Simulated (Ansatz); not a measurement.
# Ag(111) slab, 3 layers: the cell at rest

Wanted: the relaxed cell of Ag(111) slab, 3 layers.

Main program and level: Ansatz 0.2.0; DFT PBEsol, scalar-relativistic, plane waves, PAW; PAW set soft_1.

## (1) Set-up

The cell holds 3 atoms: 3 Ag. Cell: a = 2.885 Å, b = 2.885 Å, c = 17.711 Å, α = 90.0°, β = 90.0°, γ = 120.0°. It derives from Ag. Vacuum lies along c.

## (2) A coarse first look

First a cheap look: the gap decides the mesh and the occupations, the pressure tells how far the cell has to move.

The program solves this slab on a cell height of its own, 33.2 Å, in place of the one typed.

input.yaml

```yaml
crystal:
  lattice:
    - [2.885, 0.0, 0.0]
    - [-1.4425, 2.49848, 0.0]
    - [0.0, 0.0, 17.71118]
  atoms:
    - { symbol: Ag, position: [0.0, 0.0, 0.367] }
    - { symbol: Ag, position: [0.333333, 0.666667, 0.5] }
    - { symbol: Ag, position: [0.666667, 0.333333, 0.633] }
  periodic: [true, true, false]
kpoints:
  mp_grid: { grid: [9, 9, 1] }
hamiltonian:
  xc: pbesol
  pseudopotentials: { kind: paw, azcp: { folder: soft_1 }, xc_functional: pbe }
scf:
  occupations: { method: gaussian, width: 0.1 }
output:
  forces: true
  stress: true
  eigenvalues: true
```

On the command line:

```
ansatz run input.yaml --threads 4 --pin off --max-ram 16384MiB --backend cpu --events-out ev --progress --plain --runs-dir out
```

Numbers of over 12 decimals in the logs are rounded to 6 here.

What it wrote:

```text
[...]
k-point 1: bands = [... 25 lower, -8.2402, -8.0587, -7.7329, -7.7028, -5.6896, -3.7156, -0.1456 (-0.1515°), 0.2165 (0.1742°), ... 2 higher]
  k-point 2: bands = [... 25 lower, -8.3447, -8.0812, -7.6888, -7.2649, -4.7448, -2.2318, 0.6355 (0.6321°), 1.1321 (1.0845°), ... 2 higher]
  k-point 11: bands = [... 25 lower, -7.8663, -7.7570, -1.0817, -1.0817, -0.9325, -0.0557, 0.8338, 0.8338, ... 2 higher]
  ° read free of the cell's end (the report's vacuum.weakly_bound_levels)
[key lines of the parts left out:]
SCF converged after 10 iterations
Free energy (F): -22565.978326 eV
Fermi energy:    -4.707867 eV
P = ½ c Tr σ = -4.3340 N/m
```

Wall time 2.4 s (4 threads of Arm Neoverse V1, shared host); peak memory 0.55 GiB; 8.3 s of CPU time.

Numbers from this step:

```
gap on the k-mesh : 0 eV
area per atom     : 2.403 Å²
```

The coarse mesh shows no gap.

## (3) Bringing the structure to rest

Harmonic phonons are second derivatives at a point where the forces vanish, and they are wanted at zero stress, so atoms and cell are relaxed first.

The program solves this slab on a cell height of its own, 33.2 Å, in place of the one typed.

Edit input.yaml of step 2 so:

```diff
@@ -11,3 +11,3 @@
 kpoints:
-  mp_grid: { grid: [9, 9, 1] }
+  mp_grid: { grid: [18, 18, 1] }
 hamiltonian:
@@ -21 +21,10 @@
   eigenvalues: true
+  write_density: true
+  write_potential: true
+  elf: true
+  volumetric_format: npy
+relax:
+  adjacent_minimum: "off"
+  f_tol: 0.005
+  max_steps: 80
+  cell: { stress_2d_tol: 0.02 }
```

What it wrote:

```text
[...]
Crystal: 3 atoms, lattice volume = 239.470 Å³
Basis set: ecut = 420 eV, 4635 PW (Γ), exchange–correlation on 40×40×450 points (8 copies of the dense FFT grid, shifted against one another)
Bands: 35, of which v1, the nominal top of the filled ones, is band 29 counted from 1 (28 counted from 0)
Symmetry: 12 space group operations
[...]
k-points: 37 of 324
[...]
SCF iter   1: F=—  HF=-22566.784381 eV  |F-HF|=—  |Δ(HF+E_count)|=         —  Δρ=3.32e-2  dr2=2.96e0  ethr=3.10e-3  ⟨swp⟩=15.2  Hψ=9460  notcnv=0
[...]
SCF iter  10: F=-22565.971088 eV  HF=-22565.971088 eV  |F-HF|=1.07e-9  |Δ(HF+E_count)|=   6.69e-9  Δρ=1.28e-6  dr2=3.03e-9  ethr=6.37e-12  ⟨swp⟩=12.1  Hψ=10618  notcnv=0
SCF 1 converged in 10 iterations: F = -22565.971088 eV  dr2 = 3.03e-9
[...]
relax step   1: F+E_penalty+E_count = -22565.97108832 eV  Δ(F+E_penalty+E_count) = +0.000e0 eV  max|allowed force component| = 1.683e-1 eV/Å  Δτ_max = 0.0000 Å  P = -3.786 N/m  Ω = 239.470 Å³  fix = [c, alpha, beta]  reactions: c -0.000 N/m  (10 SCF iters, dr2 threshold 1.00e-7 eV, accepted)
Crystal: 3 atoms, lattice volume = 229.023 Å³
Basis set: ecut = 420 eV, 4539 PW (Γ), exchange–correlation on 40×40×450 points (8 copies of the dense FFT grid, shifted against one another)
[...]
iter 1 solved again at ethr=5.09e-5 eV; its pass at ethr=3.10e-3 eV (dr2=2.90e-2 eV) is discarded
[...]
SCF iter   9: F=-22565.991326 eV  HF=-22565.991326 eV  |F-HF|=3.19e-9  |Δ(HF+E_count)|=   2.64e-8  Δρ=9.84e-7  dr2=1.55e-9  ethr=4.46e-11  ⟨swp⟩=13.3  Hψ=11246  notcnv=0
SCF 2 converged in 9 iterations: F = -22565.991326 eV  dr2 = 1.55e-9
relax step   2: F+E_penalty+E_count = -22565.99132610 eV  Δ(F+E_penalty+E_count) = -2.024e-2 eV  max|allowed force component| = 2.639e-1 eV/Å  Δτ_max = 0.0708 Å  P = +1.682 N/m  Ω = 229.023 Å³  energy of the carried Pulay correction = +9.287e-4 eV  fix = [c, alpha, beta]  reactions: c +0.000 N/m  (9 SCF iters, dr2 threshold 3.00e-7 eV, accepted)
Crystal: 3 atoms, lattice volume = 231.415 Å³
Basis set: ecut = 420 eV, 4551 PW (Γ), exchange–correlation on 40×40×450 points (8 copies of the dense FFT grid, shifted against one another)
[...]
SCF iter   9: F=-22566.007914 eV  HF=-22566.007914 eV  |F-HF|=9.24e-10  |Δ(HF+E_count)|=   8.68e-9  Δρ=1.42e-6  dr2=2.70e-9  ethr=8.19e-11  ⟨swp⟩=12.3  Hψ=11529  notcnv=0
SCF 3 converged in 9 iterations: F = -22566.007914 eV  dr2 = 2.70e-9
relax step   3: F+E_penalty+E_count = -22566.00791384 eV  Δ(F+E_penalty+E_count) = -1.659e-2 eV  max|allowed force component| = 1.550e-2 eV/Å  Δτ_max = 0.0522 Å  P = -0.443 N/m  Ω = 231.415 Å³  energy of the carried Pulay correction = +7.124e-4 eV  fix = [c, alpha, beta]  reactions: c -0.000 N/m  (9 SCF iters, dr2 threshold 3.00e-7 eV, accepted)
[...]
relax step   4: F+E_penalty+E_count = -22566.00869812 eV  Δ(F+E_penalty+E_count) = -7.843e-4 eV  max|allowed force component| = 7.110e-3 eV/Å  Δτ_max = 0.0071 Å  P = -0.138 N/m  Ω = 230.436 Å³  energy of the carried Pulay correction = +8.006e-4 eV  fix = [c, alpha, beta]  reactions: c -0.000 N/m  (7 SCF iters, dr2 threshold 2.27e-7 eV, accepted)
[...]
relax step   5: F+E_penalty+E_count = -22566.00883347 eV  Δ(F+E_penalty+E_count) = -1.354e-4 eV  max|allowed force component| = 6.056e-4 eV/Å  Δτ_max = 0.0041 Å  P = -0.008 N/m  Ω = 229.981 Å³  energy of the carried Pulay correction = +8.418e-4 eV  fix = [c, alpha, beta]  reactions: c -0.000 N/m  (8 SCF iters, dr2 threshold 2.20e-8 eV, accepted)
[...]
SCF iter   1: F=—  HF=-22566.007899 eV  |F-HF|=—  |Δ(HF+E_count)|=         —  Δρ=4.39e-5  dr2=7.65e-7  ethr=1.05e-6  ⟨swp⟩=5.2  Hψ=14143  notcnv=0
eigensolver tolerance schedule: the retry pair's looser diagonalisation over-reported the residual by 784.73 of it (diagonalisation noise at 0.36 of the residual, at the tolerance the schedule requests for it); recorded, not acted on — ethr = c·dr2/N_el stays at c = 1.0e-1
[...]
SCF iter   2: F=—  HF=-22566.007886 eV  |F-HF|=—  |Δ(HF+E_count)|=   1.33e-5  Δρ=3.02e-5  dr2=1.59e-6  ethr=1.34e-9  ⟨swp⟩=5.0  Hψ=4296  notcnv=0
[...]
SCF iter   7: F=-22566.007885 eV  HF=-22566.007885 eV  |F-HF|=0.00e0  |Δ(HF+E_count)|=  1.67e-10  Δρ=2.73e-8  dr2=1.69e-12  ethr=1.00e-12  ⟨swp⟩=13.6  Hψ=10014  notcnv=0
SCF 6 converged in 7 iterations: F = -22566.007885 eV  dr2 = 1.69e-12
relax step   6: F+E_penalty+E_count = -22566.00788507 eV  Δ(F+E_penalty+E_count) = +9.484e-4 eV  max|allowed force component| = 9.263e-4 eV/Å  Δτ_max = 0.0000 Å  P = +0.004 N/m  Ω = 229.981 Å³  fix = [c, alpha, beta]  reactions: c +0.000 N/m  stress off target by 4.41e-3 N/m on what of the cell is left free  SCF on the basis re-selected at this cell (its energy is not comparable with the rows above)  (7 SCF iters)
basis re-selected at this cell: Δ(F+E_penalty+E_count) = +9.484e-4 eV, ΔP = +0.012 N/m vs the last step (what re-selecting the basis moved, of the pressure what is left beyond the Pulay correction that the steps carried, after the strain that the cell walked since its last selection, with what the two solves' SCF thresholds leave and, on support functions, any second-order correction that the steps lacked; it is no m [...]
SCF converged after 7 iterations
Free energy (F): -22566.007885 eV
[...]
Internal energy: -22565.997567 eV  (E = F + TS)
E sigma→0 (E₀):  -22566.002726 eV
Entropy (-TS):   -0.010318 eV (-3.439 meV/atom)
Fermi energy:    -4.600070 eV
[...]
--- Forces (eV/Å), atoms counted from 1 ---
  atom   1  Ag     0.00000000     0.00000000    -0.00092626
  atom   2  Ag    -0.00000000     0.00000000     0.00000000
  atom   3  Ag    -0.00000000    -0.00000000     0.00092626
  max |Σ_I F_I| component: 2.89e-18 eV/Å
--- 2D stress c σ (N/m, compression-positive) ---
        0.004408      -0.000000       0.000000
       -0.000000       0.004408       0.000000
        0.000000       0.000000       0.000000
  P = ½ c Tr σ = 0.0044 N/m
--- Band table (eV; the first three rows and the last of 37) ---
  k-point 0: bands = [... 25 lower, -7.9875, -7.9875, -7.6435, -7.6435, -6.1645, -4.4734, -0.3887 (-0.3965°), -0.0906 (-0.1309°), ... 2 higher]
  k-point 1: bands = [... 25 lower, -8.0595, -7.9893, -7.6939, -7.6420, -6.0382, -4.2796, -0.3207 (-0.3281°), -0.0108 (-0.0516°), ... 2 higher]
  k-point 2: bands = [... 25 lower, -8.2179, -7.9983, -7.7107, -7.6378, -5.7122, -3.7659, -0.1171 (-0.1235°), 0.2287 (0.1864°), ... 2 higher]
  k-point 36: bands = [... 25 lower, -7.8227, -7.7003, -0.7431, -0.7431, -0.5557, 0.2670, 1.2177, 1.2177, ... 2 higher]
  ° read free of the cell's end (the report's vacuum.weakly_bound_levels)
--- Relaxed structure (5 steps of the walk, 5 accepted, 1 SCFs on fresh bases) ---
  F+E_penalty+E_count = -22566.00788507 eV   max|allowed force component| = 9.263e-4 eV/Å   (the final SCF, on the basis selected at the relaxed cell)
  cell:  # Å, volume = 229.9807 Å³
    - [2.827257, 0, 0]
    - [-1.413628, 2.448476, 0]
    - [0, 0, 33.22234776]
  atoms:
    - { symbol: Ag, position: [0, 0, 0.195874] }
    - { symbol: Ag, position: [0.333333, 0.666667, 0.266555] }
    - { symbol: Ag, position: [0.666667, 0.333333, 0.337236] }
```

The job ended after 48 s (4 threads; peak memory 0.67 GiB; 3.1 min of CPU time).

Step by step:

```
step  energy less that of the first step (eV)  largest force component (eV/Å)  volume (Å³)
   1                                   0.0000                          0.1683       239.47
   2                                  -0.0202                          0.2639       229.02
   3                                  -0.0368                          0.0155       231.42
   4                                  -0.0376                          0.0071       230.44
   5                                  -0.0377                          0.0006       229.98
  6*                                  -0.0368                          0.0009       229.98
```

Relaxation steps marked * repeat the geometry before them on a plane-wave basis chosen anew for their cell, so energy and pressure can jump there.

Forces are held to the 12 operations that the run works with; a distortion that breaks them can't arise in this run.

```
cell as run  before  after  change
      a (Å)   2.885  2.827  -2.0 %
      b (Å)   2.885  2.827  -2.0 %
```

The relaxed structure:

```cif
data_structure
_symmetry_space_group_name_H-M 'P 1'
_symmetry_Int_Tables_number 1
_cell_length_a 2.8273
_cell_length_b 2.8273
_cell_length_c 33.2223
_cell_angle_alpha 90.000
_cell_angle_beta 90.000
_cell_angle_gamma 120.000
_cell_volume 229.98
loop_
_atom_site_label
_atom_site_type_symbol
_atom_site_fract_x
_atom_site_fract_y
_atom_site_fract_z
_atom_site_occupancy
Ag1 Ag 0.00000 0.00000 0.19587 1
Ag2 Ag 0.33333 0.66667 0.26656 1
Ag3 Ag 0.66667 0.33333 0.33724 1
```

Numbers from this step:

```yaml
area_per_atom: 2.307 Å²
```

Valence density in the ac plane at fractional y = 0.333, with atoms of Ag within 0.2 Å of it. It is the smooth field of the valence electrons, not physical close to the nuclei.

Ten steps, logarithmic in the rise over the least value, from '0' (0 e/Å³) to '9' (11 e/Å³), each cell a mean:
```
000000000000000
000000000000000
000000000000000
000000000000000
000000000000000
000000000000000
000000000000000
000000000000000
000000000000000
000000000000000
000000000000000
000000000000000
000000000000000
000000000000000
000000000000000
322223578999875
222222456777654
445544322212223
233332221111122
344443322111223
000000000000000
000000000000000
000000000000000
000000000000000
```
Columns run along a (2.8 Å), rows up along c (33.2 Å). Atoms in or near the plane, at fractional coordinates: Ag at (0.67, 0.34).

ELF in the ac plane at fractional y = 0.333, with atoms of Ag within 0.2 Å of it. It is the smooth field of the valence electrons, not physical close to the nuclei.

Values, 24 rows by 15 columns, each cell a mean:
```
0.00 0.00 0.00 0.00 0.00 0.00 0.00 0.00 0.00 0.00 0.00 0.00 0.00 0.00 0.00
0.00 0.00 0.00 0.00 0.00 0.00 0.00 0.00 0.00 0.00 0.00 0.00 0.00 0.00 0.00
0.00 0.00 0.00 0.00 0.00 0.00 0.00 0.00 0.00 0.00 0.00 0.00 0.00 0.00 0.00
0.00 0.00 0.00 0.00 0.00 0.00 0.00 0.00 0.00 0.00 0.00 0.00 0.00 0.00 0.00
0.00 0.00 0.00 0.00 0.00 0.00 0.00 0.00 0.00 0.00 0.00 0.00 0.00 0.00 0.00
0.00 0.00 0.00 0.00 0.00 0.00 0.00 0.00 0.00 0.00 0.00 0.00 0.00 0.00 0.00
0.00 0.00 0.00 0.00 0.00 0.00 0.00 0.00 0.00 0.00 0.00 0.00 0.00 0.00 0.00
0.00 0.00 0.00 0.00 0.00 0.00 0.00 0.00 0.00 0.00 0.00 0.00 0.00 0.00 0.00
0.00 0.00 0.00 0.00 0.00 0.00 0.00 0.00 0.00 0.00 0.00 0.00 0.00 0.00 0.00
0.00 0.00 0.00 0.00 0.00 0.00 0.00 0.00 0.00 0.00 0.00 0.00 0.00 0.00 0.00
0.00 0.00 0.00 0.00 0.00 0.00 0.00 0.00 0.00 0.00 0.00 0.00 0.00 0.00 0.00
0.00 0.00 0.00 0.00 0.00 0.00 0.00 0.00 0.00 0.00 0.00 0.00 0.00 0.00 0.00
0.00 0.00 0.00 0.00 0.00 0.00 0.00 0.00 0.00 0.00 0.00 0.00 0.00 0.00 0.00
0.01 0.01 0.01 0.01 0.01 0.01 0.01 0.01 0.01 0.01 0.01 0.01 0.01 0.01 0.01
0.10 0.09 0.09 0.09 0.09 0.10 0.10 0.10 0.11 0.11 0.11 0.11 0.11 0.10 0.10
0.24 0.19 0.18 0.18 0.19 0.24 0.32 0.39 0.46 0.54 0.58 0.54 0.46 0.39 0.32
0.19 0.17 0.18 0.18 0.17 0.19 0.23 0.28 0.32 0.35 0.36 0.35 0.32 0.28 0.23
0.25 0.29 0.32 0.32 0.29 0.25 0.21 0.18 0.18 0.18 0.19 0.18 0.18 0.18 0.21
0.19 0.20 0.21 0.21 0.20 0.19 0.17 0.17 0.16 0.16 0.17 0.16 0.16 0.17 0.17
0.25 0.28 0.30 0.30 0.28 0.25 0.21 0.18 0.19 0.20 0.20 0.20 0.19 0.18 0.21
0.10 0.11 0.11 0.11 0.11 0.10 0.10 0.10 0.10 0.10 0.10 0.10 0.10 0.10 0.10
0.01 0.01 0.01 0.01 0.01 0.01 0.01 0.01 0.01 0.01 0.01 0.01 0.01 0.01 0.01
0.00 0.00 0.00 0.00 0.00 0.00 0.00 0.00 0.00 0.00 0.00 0.00 0.00 0.00 0.00
0.00 0.00 0.00 0.00 0.00 0.00 0.00 0.00 0.00 0.00 0.00 0.00 0.00 0.00 0.00
```
Columns run along a (2.8 Å), rows up along c (33.2 Å). Atoms in or near the plane, at fractional coordinates: Ag at (0.67, 0.34).

Electrostatic potential energy in the ac plane at fractional y = 0.333, with atoms of Ag within 0.2 Å of it. With pseudopotentials it is smooth inside the atoms' cores, unlike the true potential.

Ten even steps from '0' (-21 eV) to '9' (0 eV), each cell a mean:
```
999999999999999
999999999999999
999999999999999
999999999999999
999999999999999
999999999999999
999999999999999
999999999999999
999999999999999
999999999999999
999999999999999
999999999999999
999999999999999
999999999999999
999999999999999
478874100121001
678876433222334
310013578888875
665566788999887
421124678888876
999999999999999
999999999999999
999999999999999
999999999999999
```
Columns run along a (2.8 Å; values clipped at the 3rd and 97th percentile), rows up along c (33.2 Å). Atoms in or near the plane, at fractional coordinates: Ag at (0.67, 0.34).

(Part 1 of 2 ends here.)

[Logs are printed without paths, hosts, clocks, repeated set-up lines and the standing remarks that a program may print on its own settings, such as how far it seeks lower states.]

[Hosts, paths, dates, database ids (printed as entryN), source tags and the programs' standing remarks are cut or masked in the printed files.]
